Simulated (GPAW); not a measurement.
MnCoO4 (P2/m), O K edge of atom 3, with 1 Co at 1.90 Å and 2 Mn at 1.93 Å (distorted pyramidal, site symmetry m). Method: GPAW, LDA, excited-electron core hole (neutral cell), 12-atom cell with 5.8 Å between holes, 4×4×4 k points, dipole transitions, Gaussian full width 0.9 eV up to 4 eV, rising linearly to 3.5 eV at 25 eV.

```xyz
6
Lattice="4.9748 0.0000 0.0000 0.0000 2.8945 0.0000 -1.6884 0.0000 4.7233" Properties=species:S:1:pos:R:3 pbc="T T T"
Co    1.6432    0.0000    2.3616
Mn   -0.8442    1.4472    2.3616
O     3.2818    0.0000    1.4094
O     0.8497    1.4472    1.4148
O     2.4368    1.4472    3.3085
O     0.0046    0.0000    3.3139
```

Energy from the lowest empty level; a common scale on which the isotropic spectrum has a mean of 1 over the first 20 eV.

```tsv
E (eV)	curve 1	curve 2	curve 3
-2.0	0.00	0.00	0.00
-1.0	0.00	0.00	0.00
0.0	0.18	0.37	0.06
1.0	3.36	2.78	2.11
2.0	1.46	0.62	0.99
3.0	0.96	0.71	2.52
4.0	0.02	0.01	0.08
5.0	0.00	0.00	0.00
6.0	0.01	0.01	0.01
7.0	0.09	0.08	0.08
8.0	0.35	0.33	0.29
9.0	0.71	0.70	0.65
10.0	1.22	1.03	1.23
11.0	1.80	1.24	1.75
12.0	2.18	1.46	2.07
13.0	2.64	1.95	2.41
14.0	2.24	1.92	2.15
15.0	1.41	1.35	1.50
16.0	0.91	0.86	0.98
17.0	0.58	0.54	0.58
18.0	0.52	0.47	0.45
19.0	0.68	0.68	0.60
20.0	0.76	0.98	0.73
21.0	0.66	1.14	0.69
22.0	0.56	1.06	0.59
23.0	0.48	0.87	0.49
24.0	0.38	0.68	0.40
25.0	0.33	0.54	0.35
26.0	0.35	0.49	0.36
27.0	0.40	0.52	0.40
28.0	0.45	0.59	0.44
29.0	0.49	0.66	0.48
30.0	0.57	0.77	0.60
31.0	0.75	0.92	0.83
32.0	0.98	1.00	1.12
```

Question: The curves are for the electric vector along different Cartesian axes of the cell as given, averaged over the symmetry-equivalent atoms. Which is which?

Curve 1: along x, main maxima 1.3 eV (3.98), 2.7 eV (1.19) and 13.2 eV (2.66). Curve 2: along z, main maxima 1.1 eV (2.80), 13.5 eV (2.05) and 21.1 eV (1.14). Curve 3: along y, main maxima 1.3 eV (2.48), 2.9 eV (2.63) and 13.2 eV (2.42). A K edge sees empty p states; the first features are O p mixed into the empty d states of the Co and Mn neighbours, and the broad ones above probably into the cations' higher empty bands. Each direction probes the empty orbitals that point along it. The hole lies in one spin channel, while the script sums the empty states of both and takes the lower zero; where the two channels are split, this blurs and shifts the curve. The unit cell's mesh shows no gap over 0.35 eV. That is right for a metallic compound; for a small-gap or correlated insulator it would be the fault of the functional or of the assumed magnetic order, and the hole would be screened too well.

[Banner, clock and machine lines of the logs are left out without a mark of their own.]

[Logs are printed without paths, hosts, clocks, repeated set-up lines and the standing remarks that a program may print on its own settings, such as how far it seeks lower states.]

[Hosts, paths, dates, database ids (printed as entryN), source tags and the programs' standing remarks are cut or masked in the printed files.]

[Lists of maxima count a maximum above −3 eV only where it reaches 4 % of the highest in the window and stands out from its surroundings by 2 % of it (1.5 % where it reaches 55 %); shoulders and weaker maxima are passed over, and of the rest the first, up to two pre-edge ones and the few strongest are named.]
